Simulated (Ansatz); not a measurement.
# K on Al(111): change of the work function, part 2 of 3

Wanted: Δφ(θ) for K/Al(111), starting from the fcc site.

Ansatz 0.2.0; plane-wave DFT, PBE, Ansatz PAW.

So far, work function, upper face (eV): step 2 (the clean slab) 4.02.

### 3. Adsorbate added, k-mesh 4×4×1, coverage 0.111 ML

System of this step: KAl36 (K/Al(111)). The cell holds 37 atoms: 36 Al and 1 K. Cell: a = 8.591 Å, b = 8.591 Å, c = 27.856 Å, α = 90.0°, β = 90.0°, γ = 60.0°. Vacuum lies along c.

The clean slab as it ended is repeated in the plane and the adsorbate is set on one face; the cell's size fixes the coverage, and the k-mesh shrinks with it to keep the sampling density about even. Adsorbate and upper layers relax, since the dipole depends on the height.

The input, input.yaml:

```yaml
crystal:
  lattice:
    - [8.5913473915, 0.0, 0.0]
    - [4.2956736957, 7.4403250937, 0.0]
    - [0.0, 0.0, 27.8563316132]
  atoms:
    - { symbol: Al, position: [0.0, 0.0, 0.3230863319] }
    - { symbol: Al, position: [0.1111111111, 0.1111111111, 0.4070266232] }
    - { symbol: Al, position: [0.2222222222, 0.2222222222, 0.4890794627] }
    - { symbol: Al, position: [0.0, 0.0, 0.5728504545] }
    - { symbol: Al, position: [0.0, 0.3333333333, 0.3230863319] }
    - { symbol: Al, position: [0.1111111111, 0.4444444444, 0.4070266232] }
    - { symbol: Al, position: [0.2222222222, 0.5555555556, 0.4890794627] }
    - { symbol: Al, position: [0.0, 0.3333333333, 0.5728504545] }
    - { symbol: Al, position: [0.0, 0.6666666667, 0.3230863319] }
    - { symbol: Al, position: [0.1111111111, 0.7777777778, 0.4070266232] }
    - { symbol: Al, position: [0.2222222222, 0.8888888889, 0.4890794627] }
    - { symbol: Al, position: [0.0, 0.6666666667, 0.5728504545] }
    - { symbol: Al, position: [0.3333333333, 0.0, 0.3230863319] }
    - { symbol: Al, position: [0.4444444444, 0.1111111111, 0.4070266232] }
    - { symbol: Al, position: [0.5555555556, 0.2222222222, 0.4890794627] }
    - { symbol: Al, position: [0.3333333333, 0.0, 0.5728504545] }
    - { symbol: Al, position: [0.3333333333, 0.3333333333, 0.3230863319] }
    - { symbol: Al, position: [0.4444444444, 0.4444444444, 0.4070266232] }
    - { symbol: Al, position: [0.5555555556, 0.5555555556, 0.4890794627] }
    - { symbol: Al, position: [0.3333333333, 0.3333333333, 0.5728504545] }
    - { symbol: Al, position: [0.3333333333, 0.6666666667, 0.3230863319] }
    - { symbol: Al, position: [0.4444444444, 0.7777777778, 0.4070266232] }
    - { symbol: Al, position: [0.5555555556, 0.8888888889, 0.4890794627] }
    - { symbol: Al, position: [0.3333333333, 0.6666666667, 0.5728504545] }
    - { symbol: Al, position: [0.6666666667, 0.0, 0.3230863319] }
    - { symbol: Al, position: [0.7777777778, 0.1111111111, 0.4070266232] }
    - { symbol: Al, position: [0.8888888889, 0.2222222222, 0.4890794627] }
    - { symbol: Al, position: [0.6666666667, 0.0, 0.5728504545] }
    - { symbol: Al, position: [0.6666666667, 0.3333333333, 0.3230863319] }
    - { symbol: Al, position: [0.7777777778, 0.4444444444, 0.4070266232] }
    - { symbol: Al, position: [0.8888888889, 0.5555555556, 0.4890794627] }
    - { symbol: Al, position: [0.6666666667, 0.3333333333, 0.5728504545] }
    - { symbol: Al, position: [0.6666666667, 0.6666666667, 0.3230863319] }
    - { symbol: Al, position: [0.7777777778, 0.7777777778, 0.4070266232] }
    - { symbol: Al, position: [0.8888888889, 0.8888888889, 0.4890794627] }
    - { symbol: Al, position: [0.6666666667, 0.6666666667, 0.5728504545] }
    - { symbol: K, position: [0.1111111111, 0.1111111111, 0.6769136681] }
kpoints:
  mp_grid: { grid: [4, 4, 1] }
hamiltonian:
  xc: pbe
scf:
  occupations: { method: fermi_dirac, width: 0.1 }
  convergence: { dr2_threshold: 1.0e-08 }
efield:
  axis: 3
  dipole_correction: true
  ramp_position: 0.97
  ramp_width: 0.06
relax:
  f_tol: 0.02
  max_steps: 60
  constraints:
    - { sites: [0, 1, 4, 5, 8, 9, 12, 13, 16, 17, 20, 21, 24, 25, 28, 29, 32, 33] }
output:
  write_potential: true
  write_density: true
  volumetric_format: npy
```

The run is started by

```console
$ ansatz run input.yaml --threads 2 --pin off --max-ram 4096MiB --backend cpu --events-out ev --progress --plain --runs-dir out
```

Numbers of over 12 decimals in the logs are rounded to 6 here.

Output:

```text
[...]
Crystal: 37 atoms, lattice volume = 1780.644 Å³
Basis set: ecut = 420 eV, 34791 PW (Γ), exchange–correlation on 120×120×384 points (8 copies of the dense FFT grid, shifted against one another)
Bands: 96, of which v1, the nominal top of the filled ones, is band 59 counted from 1 (58 counted from 0)
Symmetry: 6 space group operations
[...]
k-points: 4 of 16 (time reversal used)
[...]
SCF iter   1: F=—  HF=-20881.874560 eV  |F-HF|=—  |Δ(HF+E_count)|=         —  Δρ=1.17e-3  dr2=1.82e-1  ethr=1.77e-3  p=0.794 e·Å  D=8.07e-2 V/Å  ΔV_dip=-2.25 eV  dr2_dipole=1.87e-2  V_vac-E_F(+/−)=1.71/3.96 eV  ⟨swp⟩=19.2  Hψ=3496  notcnv=0  defer=5
[...]
SCF iter   8: F=-20881.864957 eV  HF=-20881.864957 eV  |F-HF|=2.87e-8  |Δ(HF+E_count)|=   8.12e-8  Δρ=4.12e-7  dr2=5.02e-9  ethr=8.55e-12  p=0.800 e·Å  D=8.12e-2 V/Å  ΔV_dip=-2.26 eV  dr2_dipole=1.32e-10  V_vac-E_F(+/−)=1.81/4.07 eV  ⟨swp⟩=11.5  Hψ=2762  notcnv=0
SCF 1 converged in 8 iterations: F = -20881.864957 eV  dr2 = 5.02e-9
[...]
relax step   1: F+E_penalty+E_count = -20881.86495701 eV  Δ(F+E_penalty+E_count) = +0.000e0 eV  max|allowed force component| = 2.495e-1 eV/Å  Δτ_max = 0.0000 Å  (8 SCF iters, accepted)
[...]
SCF iter   7: F=-20881.886005 eV  HF=-20881.886005 eV  |F-HF|=1.18e-8  |Δ(HF+E_count)|=   9.09e-9  Δρ=4.38e-7  dr2=5.12e-9  ethr=8.55e-12  p=0.805 e·Å  D=8.18e-2 V/Å  ΔV_dip=-2.28 eV  dr2_dipole=3.51e-10  V_vac-E_F(+/−)=1.80/4.08 eV  ⟨swp⟩=8.8  Hψ=2820  notcnv=0
SCF 2 converged in 7 iterations: F = -20881.886005 eV  dr2 = 5.12e-9
relax step   2: F+E_penalty+E_count = -20881.88600485 eV  Δ(F+E_penalty+E_count) = -2.105e-2 eV  max|allowed force component| = 1.432e-1 eV/Å  Δτ_max = 0.0482 Å  (7 SCF iters, accepted)
SCF iter   1: F=—  HF=-20881.890943 eV  |F-HF|=—  |Δ(HF+E_count)|=         —  Δρ=2.07e-4  dr2=3.50e-3  ethr=6.36e-5  p=0.805 e·Å  D=8.18e-2 V/Å  ΔV_dip=-2.28 eV  dr2_dipole=1.11e-3  V_vac-E_F(+/−)=1.80/4.08 eV  ⟨swp⟩=3.8  Hψ=968  notcnv=0  defer=11
[...]
SCF iter   7: F=-20881.890952 eV  HF=-20881.890952 eV  |F-HF|=1.70e-9  |Δ(HF+E_count)|=   1.57e-8  Δρ=2.09e-7  dr2=2.51e-9  ethr=8.55e-12  p=0.816 e·Å  D=8.29e-2 V/Å  ΔV_dip=-2.31 eV  dr2_dipole=2.58e-10  V_vac-E_F(+/−)=1.77/4.08 eV  ⟨swp⟩=10.2  Hψ=2548  notcnv=0
SCF 3 converged in 7 iterations: F = -20881.890952 eV  dr2 = 2.51e-9
relax step   3: F+E_penalty+E_count = -20881.89095207 eV  Δ(F+E_penalty+E_count) = -4.947e-3 eV  max|allowed force component| = 2.688e-2 eV/Å  Δτ_max = 0.0456 Å  (7 SCF iters, accepted)
SCF iter   1: F=—  HF=-20881.890926 eV  |F-HF|=—  |Δ(HF+E_count)|=         —  Δρ=7.25e-5  dr2=6.24e-4  ethr=3.69e-6  p=0.816 e·Å  D=8.29e-2 V/Å  ΔV_dip=-2.31 eV  dr2_dipole=1.62e-4  V_vac-E_F(+/−)=1.77/4.08 eV  ⟨swp⟩=2.2  Hψ=860  notcnv=0  defer=7
[...]
SCF iter   6: F=-20881.891145 eV  HF=-20881.891145 eV  |F-HF|=2.24e-9  |Δ(HF+E_count)|=   7.72e-9  Δρ=1.84e-7  dr2=2.16e-9  ethr=8.55e-12  p=0.819 e·Å  D=8.33e-2 V/Å  ΔV_dip=-2.32 eV  dr2_dipole=7.18e-11  V_vac-E_F(+/−)=1.76/4.08 eV  ⟨swp⟩=8.8  Hψ=2768  notcnv=0
SCF 4 converged in 6 iterations: F = -20881.891145 eV  dr2 = 2.16e-9
relax step   4: F+E_penalty+E_count = -20881.89114462 eV  Δ(F+E_penalty+E_count) = -1.925e-4 eV  max|allowed force component| = 4.124e-3 eV/Å  Δτ_max = 0.0165 Å  (6 SCF iters, accepted)
NSCF: frozen V_eff on 4 k-points
[...]
SCF converged after 6 iterations
Free energy (F): -20881.891145 eV
[...]
Internal energy: -20881.339877 eV  (E = F + TS)
E sigma→0 (E₀):  -20881.615511 eV
Entropy (-TS):   -0.551268 eV (-14.899 meV/atom)
Fermi energy:    0.902787 eV
Dipole field:    D = 0.083259 V/Å  (p = 0.819307 e·Å, saw-weighted, corrected)
Work function:   Φ+ = 1.7584 eV   Φ− = 4.0777 eV
[...]
--- Forces (eV/Å), atoms counted from 1 ---
  atom   1  Al     0.01004866     0.00580160    -0.03008357
  atom   2  Al     0.00000000     0.00000000     0.00319987
  atom   3  Al     0.00223344     0.00128948    -0.00110443
  atom   4  Al    -0.00339974    -0.00196284     0.00232056
  atom   5  Al     0.00000000    -0.01160319    -0.03008357
  atom   6  Al     0.00696973    -0.00499132     0.01998487
  atom   7  Al     0.00140620    -0.00081187     0.00051251
  atom   8  Al    -0.00000000     0.00392568     0.00232056
  atom   9  Al     0.00078565    -0.00045360    -0.00899514
  atom  10  Al     0.00780747    -0.00354031     0.01998487
  atom  11  Al     0.00000000    -0.00257895    -0.00110443
  atom  12  Al     0.00110430    -0.00063757     0.00197810
  atom  13  Al    -0.01004866     0.00580160    -0.03008357
  atom  14  Al    -0.00083774     0.00853162     0.01998487
  atom  15  Al    -0.00000000     0.00162374     0.00051251
  atom  16  Al     0.00339974    -0.00196284     0.00232056
  atom  17  Al    -0.00879033    -0.00507510    -0.01342264
  atom  18  Al     0.00000000     0.00000000     0.03316122
  atom  19  Al    -0.00140620    -0.00081187     0.00051251
  atom  20  Al    -0.00124653    -0.00071968     0.00147468
  atom  21  Al    -0.00000000     0.01015020    -0.01342264
  atom  22  Al    -0.00780747    -0.00354031     0.01998487
  atom  23  Al     0.00122317    -0.00070620    -0.00184335
  atom  24  Al    -0.00000000     0.00143937     0.00147468
  atom  25  Al    -0.00000000     0.00090719    -0.00899514
  atom  26  Al     0.00083774     0.00853162     0.01998487
  atom  27  Al    -0.00223344     0.00128948    -0.00110443
  atom  28  Al    -0.00000000     0.00127513     0.00197810
  atom  29  Al     0.00879033    -0.00507510    -0.01342264
  atom  30  Al    -0.00696973    -0.00499132     0.01998487
  atom  31  Al    -0.00000000     0.00141239    -0.00184335
  atom  32  Al     0.00124653    -0.00071968     0.00147468
  atom  33  Al    -0.00078565    -0.00045360    -0.00899514
  atom  34  Al     0.00000000     0.00000000    -0.00464195
  atom  35  Al    -0.00122317    -0.00070620    -0.00184335
  atom  36  Al    -0.00110430    -0.00063757     0.00197810
  atom  37  K     -0.00000000    -0.00000000    -0.00412417
  max |Σ_I F_I| component: 1.43e-5 eV/Å
--- Band table (eV) ---
  k-point 0: bands = [... 55 lower, 0.2824, 0.5121, 0.5121, 0.5171, 0.5344, 0.5344, 0.5394, 1.2433, ... 33 higher]
  k-point 1: bands = [... 55 lower, 0.5946, 0.6008, 0.7022, 0.7083, 0.7306, 0.8412, 0.8538, 1.4110, ... 33 higher]
  k-point 2: bands = [... 55 lower, 0.8088, 0.9116, 0.9969, 1.1393, 1.1630, 1.1650, 1.1664, 1.7744, ... 33 higher]
  k-point 3: bands = [... 55 lower, 0.7026, 0.9830, 0.9918, 1.1697, 1.2231, 1.2636, 1.2975, 1.3600, ... 33 higher]
--- Relaxed structure (4 steps of the walk, 4 accepted, 0 SCFs on fresh bases) ---
  F+E_penalty+E_count = -20881.89114462 eV   max|allowed force component| = 4.124e-3 eV/Å
  atoms:
    - { symbol: Al, position: [1.1111113280699718e-11, 1.1111113280699722e-11, 0.3230863319] }
    - { symbol: Al, position: [0.111111, 0.111111, 0.4070266232] }
    - { symbol: Al, position: [0.222540, 0.222540, 0.489426] }
    - { symbol: Al, position: [-0.00108688, -0.00108688, 0.572224] }
    - { symbol: Al, position: [1.1111084274872951e-11, 0.333333, 0.3230863319] }
    - { symbol: Al, position: [0.111111, 0.444444, 0.4070266232] }
    - { symbol: Al, position: [0.222478, 0.555428, 0.489945] }
    - { symbol: Al, position: [-0.00108688, 0.335507, 0.572224] }
    - { symbol: Al, position: [-2.2222224060897133e-11, 0.666667, 0.3230863319] }
    - { symbol: Al, position: [0.111111, 0.777778, 0.4070266232] }
    - { symbol: Al, position: [0.222540, 0.888253, 0.489426] }
    - { symbol: Al, position: [-4.5528126379701384e-5, 0.666689, 0.574034] }
    - { symbol: Al, position: [0.333333, 1.1111113280699722e-11, 0.3230863319] }
    - { symbol: Al, position: [0.444444, 0.111111, 0.4070266232] }
    - { symbol: Al, position: [0.555428, 0.222478, 0.489945] }
    - { symbol: Al, position: [0.335507, -0.00108688, 0.572224] }
    - { symbol: Al, position: [0.333333, 0.333333, 0.3230863319] }
    - { symbol: Al, position: [0.444444, 0.444444, 0.4070266232] }
    - { symbol: Al, position: [0.555428, 0.555428, 0.489945] }
    - { symbol: Al, position: [0.333095, 0.333095, 0.574849] }
    - { symbol: Al, position: [0.333333, 0.666667, 0.3230863319] }
    - { symbol: Al, position: [0.444444, 0.777778, 0.4070266232] }
    - { symbol: Al, position: [0.556134, 0.888599, 0.489461] }
    - { symbol: Al, position: [0.333095, 0.667143, 0.574849] }
    - { symbol: Al, position: [0.666667, -2.2222204306928902e-11, 0.3230863319] }
    - { symbol: Al, position: [0.777778, 0.111111, 0.4070266232] }
    - { symbol: Al, position: [0.888253, 0.222540, 0.489426] }
    - { symbol: Al, position: [0.666689, -4.552812637967616e-5, 0.574034] }
    - { symbol: Al, position: [0.666667, 0.333333, 0.3230863319] }
    - { symbol: Al, position: [0.777778, 0.444444, 0.4070266232] }
    - { symbol: Al, position: [0.888599, 0.556134, 0.489461] }
    - { symbol: Al, position: [0.667143, 0.333095, 0.574849] }
    - { symbol: Al, position: [0.666667, 0.666667, 0.3230863319] }
    - { symbol: Al, position: [0.777778, 0.777778, 0.4070266232] }
    - { symbol: Al, position: [0.888599, 0.888599, 0.489461] }
    - { symbol: Al, position: [0.666689, 0.666689, 0.574034] }
    - { symbol: K, position: [0.111111, 0.111111, 0.680029] }
```

The job ended after 2.4 min (2 threads of Arm Neoverse V1, shared host; peak memory 2.1 GiB; 4.6 min of CPU time).

The steps of the relaxation:

| step | energy less that of the first step (eV) | largest force component (eV/Å) |
| --- | --- | --- |
| 1 | 0.0000 | 0.2495 |
| 2 | -0.0210 | 0.1432 |
| 3 | -0.0260 | 0.0269 |
| 4 | -0.0262 | 0.0041 |

Forces are held to the 6 operations that the run works with; a distortion that breaks them can't arise in this run.

The atoms that moved most (Å):

| atom | dx | dy | dz | length |
| --- | --- | --- | --- | --- |
| K37 | 0.000 | 0.000 | 0.087 | 0.087 |
| Al24 | 0.000 | 0.004 | 0.056 | 0.056 |
| Al20 | -0.003 | -0.002 | 0.056 | 0.056 |
| Al32 | 0.003 | -0.002 | 0.056 | 0.056 |
| Al36 | 0.000 | 0.000 | 0.033 | 0.033 |
| Al12 | 0.000 | 0.000 | 0.033 | 0.033 |
| Al28 | 0.000 | 0.000 | 0.033 | 0.033 |
| Al7 | 0.002 | -0.001 | 0.024 | 0.024 |

Final coordinates:

```
Al K
1.0
     8.59135    0.00000    0.00000
     4.29567    7.44033    0.00000
     0.00000    0.00000   27.85633
Al K
36 1
Direct
  0.00000 0.00000 0.32309
  0.11111 0.11111 0.40703
  0.22254 0.22254 0.48943
  0.99891 0.99891 0.57222
  0.00000 0.33333 0.32309
  0.11111 0.44444 0.40703
  0.22248 0.55543 0.48995
  0.99891 0.33551 0.57222
  0.00000 0.66667 0.32309
  0.11111 0.77778 0.40703
  0.22254 0.88825 0.48943
  0.99995 0.66669 0.57403
  0.33333 0.00000 0.32309
  0.44444 0.11111 0.40703
  0.55543 0.22248 0.48995
  0.33551 0.99891 0.57222
  0.33333 0.33333 0.32309
  0.44444 0.44444 0.40703
  0.55543 0.55543 0.48995
  0.33310 0.33310 0.57485
  0.33333 0.66667 0.32309
  0.44444 0.77778 0.40703
  0.55613 0.88860 0.48946
  0.33310 0.66714 0.57485
  0.66667 0.00000 0.32309
  0.77778 0.11111 0.40703
  0.88825 0.22254 0.48943
  0.66669 0.99995 0.57403
  0.66667 0.33333 0.32309
  0.77778 0.44444 0.40703
  0.88860 0.55613 0.48946
  0.66714 0.33310 0.57485
  0.66667 0.66667 0.32309
  0.77778 0.77778 0.40703
  0.88860 0.88860 0.48946
  0.66669 0.66669 0.57403
  0.11111 0.11111 0.68003
```

Numbers from this step:

```yaml
energy_at_zero_smearing: -20881.6155 eV
work_function_upper_face: 1.758 eV
work_function_lower_face: 4.078 eV
dipole_along_the_normal: 0.8193 e·Å
step_between_the_vacuum_levels: -2.319 eV
```

Running mean over 2.338 Å of the planar mean; the ramp of the sawtooth is left out. The electron's electrostatic potential energy less the Fermi level by z:

z (Å), electron's electrostatic potential energy less the Fermi level (eV) and a bar from the least value:
```
        4       4.08 ##############################
        5       4.07 ##############################
        6       3.98 ##############################
        7       2.96 ##########################
        8      -1.34 ############
        9      -4.39 #
       10      -4.56 #
       11      -4.59 
       12      -4.71 
       13      -4.70 
       14      -4.58 
       15      -4.54 #
       16      -4.37 #
       17      -1.53 ###########
       18       1.48 #####################
       19       1.31 #####################
       20       1.27 ####################
       21       1.68 ######################
       22       1.74 ######################
       23       1.75 ######################
       24       1.76 ######################
```

The relaxation took 4 steps and lowered the energy by 0.026 eV; the largest force on the free atoms ends at 0.0041 eV/Å.

The covered face has 1.76 eV, -2.26 eV against the clean one; the bare back face has moved by +0.06 eV, a measure of how thin the slab is.

(Continued in part 3 of 3.)

[Logs are printed without paths, hosts, clocks, repeated set-up lines and the standing remarks that a program may print on its own settings, such as how far it seeks lower states.]

[Hosts, paths, dates, database ids (printed as entryN), source tags and the programs' standing remarks are cut or masked in the printed files.]

[Maps of the electrostatic potential energy from Ansatz leave out the sawtooth potential of an applied field or a dipole correction, so their vacuum need not be flat; planar profiles and work functions include it.]
